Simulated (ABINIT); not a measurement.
**InP (F-43m): a self-consistent loop beyond G0W0, cycle by cycle**

How far does self-consistency move the gap of InP (F-43m)?

Main program and level: ABINIT 10.8.3; PBE and many-body steps on it, plane waves.

This is a report of a sequence of runs, with most program output left out.

### 1. The starting structure

Symmetry: F-43m, No. 216, cubic system. The conventional cell has a = 5.869 Å, b = 5.869 Å, c = 5.869 Å, α = 90.00°, β = 90.00°, γ = 90.00°. Nearest to In lie 4 P at 2.54 Å. Nearest to P lie 4 In at 2.54 Å. Farther neighbours are not listed.

The cell and positions come from the Crystallography Open Database and are kept as given unless a step says otherwise.

### 2. Empty states on the mesh, 4×4×4 mesh, 103 bands

This step: ABINIT 10.8.3; DFT, PBE, plane waves, norm-conserving pseudopotentials.

The sums over transitions need many empty states on a uniform mesh; this step solves for them.

run.abi reads:

```
acell 3*1.0 Angstrom
rprim 
  -0.000000000000 2.934350000000 2.934350000000
  2.934350000000 -0.000000000000 2.934350000000
  2.934350000000 2.934350000000 -0.000000000000
ntypat 2
znucl 49 15
natom 2
typat 1 2
xred 
  0.000000000000 0.000000000000 0.000000000000
  0.250000000000 0.250000000000 0.250000000000
pp_dirpath "pseudos"
pseudos "In.upf, P.upf"
ecut 33
ngkpt 4 4 4
nshiftk 1
shiftk 0 0 0
kptopt 1
chksymbreak 0
irdden 1
istwfk *1
nband 103
prtvol 0
optdriver 6
gwr_task "HDIAGO"
paral_kgb 0
occopt 1
indata_prefix "in"
outdata_prefix "out"
tmpdata_prefix "tmp"
```

The run is started by

```sh
> OMP_NUM_THREADS=1 mpirun -n 8 abinit run.abi > log
```

The job ended after 23 s (8 MPI ranks of Arm Neoverse V2, shared host; peak memory 4.5 GiB; 3 min of CPU time).

This step gave:

```
gap                                                           : 0.6876 eV
k of the valence top                                          : 0, 0, 0
k of the conduction bottom                                    : 0, 0, 0
least direct gap                                              : 0.6876 eV
k points computed                                             : 8
lowest point of the top converged band, above the valence top : 70.5521 eV
```

On this mesh the gap is 0.688 eV.

The density comes from a self-consistent run that is not shown.

### 3. Screening, 4×4×4 mesh, 95 bands, screening to 136.1 eV

The RPA dielectric matrix is built and inverted for each q.

This step: RPA screening on PBE, plane waves, norm-conserving pseudopotentials.

Changes to run.abi since step 2:

```diff
@@ -20,10 +20,11 @@
 chksymbreak 0
-irdden 1
 istwfk *1
-nband 103
-prtvol 0
-optdriver 6
-gwr_task "HDIAGO"
-paral_kgb 0
 occopt 1
+irdwfk 1
+optdriver 3
+nband 95
+ecuteps 5
+inclvkb 2
+awtr 1
+symchi 1
 indata_prefix "in"
```

The job ended after 10 s (8 MPI ranks; peak memory 1.1 GiB).

This step gave:

```
ε∞ with local fields, on this mesh, along the program's q direction : 47.17
the same without local fields                                       : 49.80
plasma frequency                                                    : 26.64 eV
plane waves in the screening matrix                                 : 169
```

Local fields lower ε∞ by 5 %. On a Γ-centred mesh this coarse the value itself is usually too large, while a short band sum pulls it down.

### 4. G0W0

The self-energy is evaluated for the states that the input lists, and the levels follow from it, in one-shot runs by the linearised quasiparticle equation.

This step: G0W0 on PBE, plane waves, norm-conserving pseudopotentials.

Changes to run.abi since step 3:

```diff
@@ -23,8 +23,15 @@
 irdwfk 1
-optdriver 3
+optdriver 4
 nband 95
+gwcalctyp 0
+ecutsigx 33
+symsigma 1
+nkptgw 1
+kptgw 
+  0.0000000000 0.0000000000 0.0000000000
+bdgw 
+  11 17
 ecuteps 5
-inclvkb 2
-awtr 1
-symchi 1
+irdscr 1
+ppmodel 1
 indata_prefix "in"
```

Wall time 3.3 s (8 MPI ranks); peak memory 0.97 GiB; 25 s of CPU time.

Numbers from this step:

| Item | Value |
| --- | --- |
| G0W0 gap on the points computed | 1.343 eV |
| starting gap on the mesh | 0.6876 eV |
| k of the valence top | 0, 0, 0 |
| k of the conduction bottom | 0, 0, 0 |
| Z at the valence top | 0.776 |
| Z at the conduction bottom | 0.791 |
| least direct G0W0 gap on the computed points | 1.343 eV |

The gap on the mesh goes from 0.69 eV to 1.34 eV, a correction of +0.66 eV.

### 5. QSGW, cycle 1

This step: QSGW on PBE, plane waves, norm-conserving pseudopotentials.

Changes to run.abi since step 4:

```diff
@@ -25,10 +25,24 @@
 nband 95
-gwcalctyp 0
+gwcalctyp 28
 ecutsigx 33
-symsigma 1
-nkptgw 1
+symsigma 0
+nkptgw 8
 kptgw 
   0.0000000000 0.0000000000 0.0000000000
+  0.2500000000 0.0000000000 0.0000000000
+  0.5000000000 0.0000000000 0.0000000000
+  0.2500000000 0.2500000000 0.0000000000
+  0.5000000000 0.2500000000 0.0000000000
+  -0.2500000000 0.2500000000 0.0000000000
+  0.5000000000 0.5000000000 0.0000000000
+  -0.2500000000 0.5000000000 0.2500000000
 bdgw 
-  11 17
+  11 23
+  11 23
+  11 23
+  11 23
+  11 23
+  11 23
+  11 23
+  11 23
 ecuteps 5
@@ -36,2 +50,3 @@
 ppmodel 1
+rhoqpmix 0.3
 indata_prefix "in"
```

Elapsed: 61 s, on 8 MPI ranks; peak memory 2.4 GiB; 8.1 min of CPU time.

Numbers from this step:

```yaml
quasiparticle_gap_on_the_mesh: 1.490 eV
gap_of_the_density_functional_on_the_mesh: 0.6876 eV
k_of_the_valence_top: 0, 0, 0
k_of_the_conduction_bottom: 0, 0, 0
z_at_the_valence_top: 1
z_at_the_conduction_bottom: 1
least_direct_quasiparticle_gap_on_the_computed_points: 1.490 eV
```

Against G0W0 in ABINIT (4×4×4 mesh, 95 bands, screening to 136.1 eV, Godby-Needs plasmon pole), the gap moves by +0.147 eV.

### 6. Screening, 4×4×4 mesh, 95 bands, screening to 136.1 eV

This step: RPA screening on PBE, plane waves, norm-conserving pseudopotentials.

run.abi reads:

```
acell 3*1.0 Angstrom
rprim 
  -0.000000000000 2.934350000000 2.934350000000
  2.934350000000 -0.000000000000 2.934350000000
  2.934350000000 2.934350000000 -0.000000000000
ntypat 2
znucl 49 15
natom 2
typat 1 2
xred 
  0.000000000000 0.000000000000 0.000000000000
  0.250000000000 0.250000000000 0.250000000000
pp_dirpath "pseudos"
pseudos "In.upf, P.upf"
ecut 33
ngkpt 4 4 4
nshiftk 1
shiftk 0 0 0
kptopt 1
chksymbreak 0
istwfk *1
occopt 1
irdwfk 1
optdriver 3
nband 95
ecuteps 5
inclvkb 2
awtr 1
symchi 1
gwcalctyp 28
mbpt_sciss 0.800 eV
nqptdm 1
qptdm 
  0 0 0
indata_prefix "in"
outdata_prefix "out"
tmpdata_prefix "tmp"
```

Wall time 3.6 s (8 MPI ranks); peak memory 1 GiB; 28 s of CPU time.

This step gave:

```
ε∞ with local fields, on this mesh, along the program's q direction : 27.39
the same without local fields                                       : 28.67
plasma frequency                                                    : 26.64 eV
plane waves in the screening matrix                                 : 169
```

This screening uses the functional's bands under a rigid shift, the mean opening of the cycle before.

### 7. Screening, 4×4×4 mesh, 95 bands, screening to 136.1 eV

This step: RPA screening on PBE from quasiparticle energies and orbitals, plane waves, norm-conserving pseudopotentials.

Changes to run.abi since step 6:

```diff
@@ -29,7 +29,13 @@
 symchi 1
+irdqps 1
 gwcalctyp 28
-mbpt_sciss 0.800 eV
-nqptdm 1
+nqptdm 7
 qptdm 
-  0 0 0
+  0.2500000000 0.0000000000 0.0000000000
+  0.5000000000 0.0000000000 0.0000000000
+  0.2500000000 0.2500000000 0.0000000000
+  0.5000000000 0.2500000000 0.0000000000
+  -0.2500000000 0.2500000000 0.0000000000
+  0.5000000000 0.5000000000 0.0000000000
+  -0.2500000000 0.5000000000 0.2500000000
 indata_prefix "in"
```

mrgscr.stdin reads:

```
2
merged
q0_SCR
out_SCR
1
```

The run is started by

```sh
> OMP_NUM_THREADS=1 mpirun -n 8 abinit run.abi > log; mrgscr < mrgscr.stdin
```

Elapsed: 8.8 s, on 8 MPI ranks; peak memory 1.1 GiB.

Numbers from this step:

```
plasma frequency                    : 26.64 eV
plane waves in the screening matrix : 169
```

This screening reads the quasiparticle levels of the cycle before.

### 8. QSGW, cycle 2

The corrected levels of the last cycle go back in.

This step: QSGW on PBE, plane waves, norm-conserving pseudopotentials.

Changes to run.abi since step 7:

```diff
@@ -23,12 +23,10 @@
 irdwfk 1
-optdriver 3
+optdriver 4
 nband 95
-ecuteps 5
-inclvkb 2
-awtr 1
-symchi 1
-irdqps 1
 gwcalctyp 28
-nqptdm 7
-qptdm 
+ecutsigx 33
+symsigma 0
+nkptgw 8
+kptgw 
+  0.0000000000 0.0000000000 0.0000000000
   0.2500000000 0.0000000000 0.0000000000
@@ -40,2 +38,16 @@
   -0.2500000000 0.5000000000 0.2500000000
+bdgw 
+  11 23
+  11 23
+  11 23
+  11 23
+  11 23
+  11 23
+  11 23
+  11 23
+ecuteps 5
+irdscr 1
+ppmodel 1
+irdqps 1
+rhoqpmix 0.3
 indata_prefix "in"
```

The run is started by

```sh
> OMP_NUM_THREADS=1 mpirun -n 8 abinit run.abi > log
```

Wall time 59 s (8 MPI ranks); peak memory 2.4 GiB; 7.8 min of CPU time.

This step gave:

```
quasiparticle gap on the mesh                         : 1.563 eV
gap of the density functional on the mesh             : 0.6876 eV
k of the valence top                                  : 0, 0, 0
k of the conduction bottom                            : 0, 0, 0
least direct quasiparticle gap on the computed points : 1.563 eV
```

Against the cycle before, the gap moves by +0.073 eV.

### 9. Screening, 4×4×4 mesh, 95 bands, screening to 136.1 eV

This step: RPA screening on PBE, plane waves, norm-conserving pseudopotentials.

run.abi reads:

```
acell 3*1.0 Angstrom
rprim 
  -0.000000000000 2.934350000000 2.934350000000
  2.934350000000 -0.000000000000 2.934350000000
  2.934350000000 2.934350000000 -0.000000000000
ntypat 2
znucl 49 15
natom 2
typat 1 2
xred 
  0.000000000000 0.000000000000 0.000000000000
  0.250000000000 0.250000000000 0.250000000000
pp_dirpath "pseudos"
pseudos "In.upf, P.upf"
ecut 33
ngkpt 4 4 4
nshiftk 1
shiftk 0 0 0
kptopt 1
chksymbreak 0
istwfk *1
occopt 1
irdwfk 1
optdriver 3
nband 95
ecuteps 5
inclvkb 2
awtr 1
symchi 1
gwcalctyp 28
mbpt_sciss 0.873 eV
nqptdm 1
qptdm 
  0 0 0
indata_prefix "in"
outdata_prefix "out"
tmpdata_prefix "tmp"
```

Elapsed: 3.6 s, on 8 MPI ranks; peak memory 1 GiB.

This step gave:

- ε∞ with local fields, on this mesh, along the program's q direction: 26.50
- the same without local fields: 27.73
- plasma frequency: 26.64 eV
- plane waves in the screening matrix: 169

This screening uses the functional's bands under a rigid shift, the mean opening of the cycle before.

### 10. Screening, 4×4×4 mesh, 95 bands, screening to 136.1 eV

This step: RPA screening on PBE from quasiparticle energies and orbitals, plane waves, norm-conserving pseudopotentials.

Changes to run.abi since step 9:

```diff
@@ -29,7 +29,13 @@
 symchi 1
+irdqps 1
 gwcalctyp 28
-mbpt_sciss 0.873 eV
-nqptdm 1
+nqptdm 7
 qptdm 
-  0 0 0
+  0.2500000000 0.0000000000 0.0000000000
+  0.5000000000 0.0000000000 0.0000000000
+  0.2500000000 0.2500000000 0.0000000000
+  0.5000000000 0.2500000000 0.0000000000
+  -0.2500000000 0.2500000000 0.0000000000
+  0.5000000000 0.5000000000 0.0000000000
+  -0.2500000000 0.5000000000 0.2500000000
 indata_prefix "in"
```

mrgscr.stdin is that of step 7.

The run is started by

```sh
> OMP_NUM_THREADS=1 mpirun -n 8 abinit run.abi > log; mrgscr < mrgscr.stdin
```

The job ended after 8.8 s (8 MPI ranks; peak memory 1.1 GiB; 70 s of CPU time).

Numbers from this step:

| Property | Result |
| --- | --- |
| plasma frequency | 26.64 eV |
| plane waves in the screening matrix | 169 |

This screening reads the quasiparticle levels of the cycle before.

### 11. QSGW, cycle 3

This step: QSGW on PBE, plane waves, norm-conserving pseudopotentials.

Changes to run.abi since step 10:

```diff
@@ -23,12 +23,10 @@
 irdwfk 1
-optdriver 3
+optdriver 4
 nband 95
-ecuteps 5
-inclvkb 2
-awtr 1
-symchi 1
-irdqps 1
 gwcalctyp 28
-nqptdm 7
-qptdm 
+ecutsigx 33
+symsigma 0
+nkptgw 8
+kptgw 
+  0.0000000000 0.0000000000 0.0000000000
   0.2500000000 0.0000000000 0.0000000000
@@ -40,2 +38,16 @@
   -0.2500000000 0.5000000000 0.2500000000
+bdgw 
+  11 23
+  11 23
+  11 23
+  11 23
+  11 23
+  11 23
+  11 23
+  11 23
+ecuteps 5
+irdscr 1
+ppmodel 1
+irdqps 1
+rhoqpmix 0.3
 indata_prefix "in"
```

The run is started by

```sh
> OMP_NUM_THREADS=1 mpirun -n 8 abinit run.abi > log
```

Wall time 59 s (8 MPI ranks); peak memory 2.4 GiB; 7.9 min of CPU time.

Numbers from this step:

* quasiparticle gap on the mesh: 1.565 eV
* gap of the density functional on the mesh: 0.6876 eV
* k of the valence top: 0, 0, 0
* k of the conduction bottom: 0, 0, 0
* least direct quasiparticle gap on the computed points: 1.565 eV

Against the cycle before, the gap moves by +0.002 eV.

### 12. Screening, 4×4×4 mesh, 95 bands, screening to 136.1 eV

This step: RPA screening on PBE, plane waves, norm-conserving pseudopotentials.

run.abi reads:

```
acell 3*1.0 Angstrom
rprim 
  -0.000000000000 2.934350000000 2.934350000000
  2.934350000000 -0.000000000000 2.934350000000
  2.934350000000 2.934350000000 -0.000000000000
ntypat 2
znucl 49 15
natom 2
typat 1 2
xred 
  0.000000000000 0.000000000000 0.000000000000
  0.250000000000 0.250000000000 0.250000000000
pp_dirpath "pseudos"
pseudos "In.upf, P.upf"
ecut 33
ngkpt 4 4 4
nshiftk 1
shiftk 0 0 0
kptopt 1
chksymbreak 0
istwfk *1
occopt 1
irdwfk 1
optdriver 3
nband 95
ecuteps 5
inclvkb 2
awtr 1
symchi 1
gwcalctyp 28
mbpt_sciss 0.881 eV
nqptdm 1
qptdm 
  0 0 0
indata_prefix "in"
outdata_prefix "out"
tmpdata_prefix "tmp"
```

Elapsed: 3.6 s, on 8 MPI ranks; peak memory 1 GiB; 28 s of CPU time.

Numbers from this step:

```yaml
eps_infinity_with_local_fields_on_this_mesh_along_the_program_s_q_direction: 26.40
the_same_without_local_fields: 27.63
plasma_frequency: 26.64 eV
plane_waves_in_the_screening_matrix: 169
```

This screening uses the functional's bands under a rigid shift, the mean opening of the cycle before.

### 13. Screening, 4×4×4 mesh, 95 bands, screening to 136.1 eV

This step: RPA screening on PBE from quasiparticle energies and orbitals, plane waves, norm-conserving pseudopotentials.

Changes to run.abi since step 12:

```diff
@@ -29,7 +29,13 @@
 symchi 1
+irdqps 1
 gwcalctyp 28
-mbpt_sciss 0.881 eV
-nqptdm 1
+nqptdm 7
 qptdm 
-  0 0 0
+  0.2500000000 0.0000000000 0.0000000000
+  0.5000000000 0.0000000000 0.0000000000
+  0.2500000000 0.2500000000 0.0000000000
+  0.5000000000 0.2500000000 0.0000000000
+  -0.2500000000 0.2500000000 0.0000000000
+  0.5000000000 0.5000000000 0.0000000000
+  -0.2500000000 0.5000000000 0.2500000000
 indata_prefix "in"
```

mrgscr.stdin is that of step 10.

The run is started by

```sh
> OMP_NUM_THREADS=1 mpirun -n 8 abinit run.abi > log; mrgscr < mrgscr.stdin
```

Elapsed: 8.8 s, on 8 MPI ranks; peak memory 1.1 GiB.

Numbers from this step:

```yaml
plasma_frequency: 26.64 eV
plane_waves_in_the_screening_matrix: 169
```

This screening reads the quasiparticle levels of the cycle before.

### 14. QSGW, cycle 4

This step: QSGW on PBE, plane waves, norm-conserving pseudopotentials.

Changes to run.abi since step 13:

```diff
@@ -23,12 +23,10 @@
 irdwfk 1
-optdriver 3
+optdriver 4
 nband 95
-ecuteps 5
-inclvkb 2
-awtr 1
-symchi 1
-irdqps 1
 gwcalctyp 28
-nqptdm 7
-qptdm 
+ecutsigx 33
+symsigma 0
+nkptgw 8
+kptgw 
+  0.0000000000 0.0000000000 0.0000000000
   0.2500000000 0.0000000000 0.0000000000
@@ -40,2 +38,16 @@
   -0.2500000000 0.5000000000 0.2500000000
+bdgw 
+  11 23
+  11 23
+  11 23
+  11 23
+  11 23
+  11 23
+  11 23
+  11 23
+ecuteps 5
+irdscr 1
+ppmodel 1
+irdqps 1
+rhoqpmix 0.3
 indata_prefix "in"
```

The run is started by

```sh
> OMP_NUM_THREADS=1 mpirun -n 8 abinit run.abi > log
```

Wall time 59 s (8 MPI ranks); peak memory 2.4 GiB.

This step gave:

| Property | Result |
| --- | --- |
| quasiparticle gap on the mesh | 1.550 eV |
| gap of the density functional on the mesh | 0.6876 eV |
| k of the valence top | 0, 0, 0 |
| k of the conduction bottom | 0, 0, 0 |
| least direct quasiparticle gap on the computed points | 1.550 eV |

Against the cycle before, the gap moves by −0.015 eV.

### 15. Screening, 4×4×4 mesh, 95 bands, screening to 136.1 eV

This step: RPA screening on PBE, plane waves, norm-conserving pseudopotentials.

run.abi reads:

```
acell 3*1.0 Angstrom
rprim 
  -0.000000000000 2.934350000000 2.934350000000
  2.934350000000 -0.000000000000 2.934350000000
  2.934350000000 2.934350000000 -0.000000000000
ntypat 2
znucl 49 15
natom 2
typat 1 2
xred 
  0.000000000000 0.000000000000 0.000000000000
  0.250000000000 0.250000000000 0.250000000000
pp_dirpath "pseudos"
pseudos "In.upf, P.upf"
ecut 33
ngkpt 4 4 4
nshiftk 1
shiftk 0 0 0
kptopt 1
chksymbreak 0
istwfk *1
occopt 1
irdwfk 1
optdriver 3
nband 95
ecuteps 5
inclvkb 2
awtr 1
symchi 1
gwcalctyp 28
mbpt_sciss 0.871 eV
nqptdm 1
qptdm 
  0 0 0
indata_prefix "in"
outdata_prefix "out"
tmpdata_prefix "tmp"
```

It took 3.6 s on 8 MPI ranks; peak memory 1 GiB; 28 s of CPU time.

This step gave:

| Quantity | Value |
| --- | --- |
| ε∞ with local fields, on this mesh, along the program's q direction | 26.52 |
| the same without local fields | 27.76 |
| plasma frequency | 26.64 eV |
| plane waves in the screening matrix | 169 |

This screening uses the functional's bands under a rigid shift, the mean opening of the cycle before.

### 16. Screening, 4×4×4 mesh, 95 bands, screening to 136.1 eV

This step: RPA screening on PBE from quasiparticle energies and orbitals, plane waves, norm-conserving pseudopotentials.

Changes to run.abi since step 15:

```diff
@@ -29,7 +29,13 @@
 symchi 1
+irdqps 1
 gwcalctyp 28
-mbpt_sciss 0.871 eV
-nqptdm 1
+nqptdm 7
 qptdm 
-  0 0 0
+  0.2500000000 0.0000000000 0.0000000000
+  0.5000000000 0.0000000000 0.0000000000
+  0.2500000000 0.2500000000 0.0000000000
+  0.5000000000 0.2500000000 0.0000000000
+  -0.2500000000 0.2500000000 0.0000000000
+  0.5000000000 0.5000000000 0.0000000000
+  -0.2500000000 0.5000000000 0.2500000000
 indata_prefix "in"
```

mrgscr.stdin is that of step 13.

The run is started by

```sh
> OMP_NUM_THREADS=1 mpirun -n 8 abinit run.abi > log; mrgscr < mrgscr.stdin
```

It took 8.9 s on 8 MPI ranks; peak memory 1.1 GiB.

Numbers from this step:

```yaml
plasma_frequency: 26.64 eV
plane_waves_in_the_screening_matrix: 169
```

This screening reads the quasiparticle levels of the cycle before.

### 17. QSGW, cycle 5

This step: QSGW on PBE, plane waves, norm-conserving pseudopotentials.

Changes to run.abi since step 16:

```diff
@@ -23,12 +23,10 @@
 irdwfk 1
-optdriver 3
+optdriver 4
 nband 95
-ecuteps 5
-inclvkb 2
-awtr 1
-symchi 1
-irdqps 1
 gwcalctyp 28
-nqptdm 7
-qptdm 
+ecutsigx 33
+symsigma 0
+nkptgw 8
+kptgw 
+  0.0000000000 0.0000000000 0.0000000000
   0.2500000000 0.0000000000 0.0000000000
@@ -40,2 +38,16 @@
   -0.2500000000 0.5000000000 0.2500000000
+bdgw 
+  11 23
+  11 23
+  11 23
+  11 23
+  11 23
+  11 23
+  11 23
+  11 23
+ecuteps 5
+irdscr 1
+ppmodel 1
+irdqps 1
+rhoqpmix 0.3
 indata_prefix "in"
```

The run is started by

```sh
> OMP_NUM_THREADS=1 mpirun -n 8 abinit run.abi > log
```

Run time: 59 s. Hardware: 8 MPI ranks; peak memory 2.4 GiB; 7.9 min of CPU time.

Numbers from this step:

- quasiparticle gap on the mesh: 1.541 eV
- gap of the density functional on the mesh: 0.6876 eV
- k of the valence top: 0, 0, 0
- k of the conduction bottom: 0, 0, 0
- least direct quasiparticle gap on the computed points: 1.541 eV

Against the cycle before, the gap moves by −0.009 eV.

### 18. The runs together

Times are wall times on 8 MPI ranks of Arm Neoverse V2, shared host, good to a factor of about two. A run's time includes the screening step that it read.

```tsv
run	mesh	bands	screening cutoff (eV)	DFT gap (eV)	gap on the mesh (eV)	direct (eV)	ε∞ used	time
G0W0	4×4×4	95	136.1	0.688	1.343	1.343	47.17	14 s
QSGW, cycle 1	4×4×4	95	136.1	0.688	1.490	1.490	47.17	72 s
QSGW, cycle 2	4×4×4	95	136.1	0.688	1.563	1.563	27.39	71 s
QSGW, cycle 3	4×4×4	95	136.1	0.688	1.565	1.565	26.50	72 s
QSGW, cycle 4	4×4×4	95	136.1	0.688	1.550	1.550	26.40	72 s
QSGW, cycle 5	4×4×4	95	136.1	0.688	1.541	1.541	26.52	72 s
```

### 19. Results

| Quantity | Value |
| --- | --- |
| G0W0 | 1.343 eV |
| QSGW, cycle 1 | 1.490 eV |
| QSGW, cycle 2 | 1.563 eV |
| QSGW, cycle 3 | 1.565 eV |
| QSGW, cycle 4 | 1.550 eV |
| QSGW, cycle 5 | 1.541 eV |
| known limits | not at the basis limit; mesh may overstate the screening; no spin-orbit coupling; coarse k mesh |

In words: Only the bands that the input lists are updated; the others, empty or deep, keep the functional's energies or take a rigid shift. QSGW ends at 1.54 eV, +0.20 eV from G0W0, after 5 cycles that took 5.8 min beside the first screening; the last moved the gap by 0.009 eV. Bands and cutoff are finite, so the gap is not at the basis limit. The miss can reach some tenths of an eV and take either sign; the mesh is an error of its own. The 4×4×4 mesh is coarse for this cell, which bears on the long-range parts of exchange and screening. The RPA ε∞ on this mesh reaches over 25; with a narrow direct gap a coarse mesh can overstate it, and the correction is then too small. In the updated screening the q = 0 part is built from Kohn-Sham bands under a rigid shift, the other q from the quasiparticle levels. The many-body steps are scalar-relativistic: spin-orbit coupling is not in them.

[Paths, hosts, dates, memory and timing lines, banners, echoed tables and standing remarks are left out of the program output.]

[Logs are printed without paths, hosts, clocks, repeated set-up lines and the standing remarks that a program may print on its own settings, such as how far it seeks lower states.]

[Runs of the session that timed out or met a known fault of the program may be left out.]

[Hosts, paths, dates, database ids (printed as entryN), source tags and the programs' standing remarks are cut or masked in the printed files.]

[G0W0 gaps are taken among the corrected bands and points alone; a level outside them can change the order at an edge.]

[Where Ansatz stands beside ABINIT at settings called matched, ABINIT's density can come from a denser mesh and the files from another edition; pairs whose starting gaps differed by over 0.03 eV were left out, so agreement reads better than it is.]
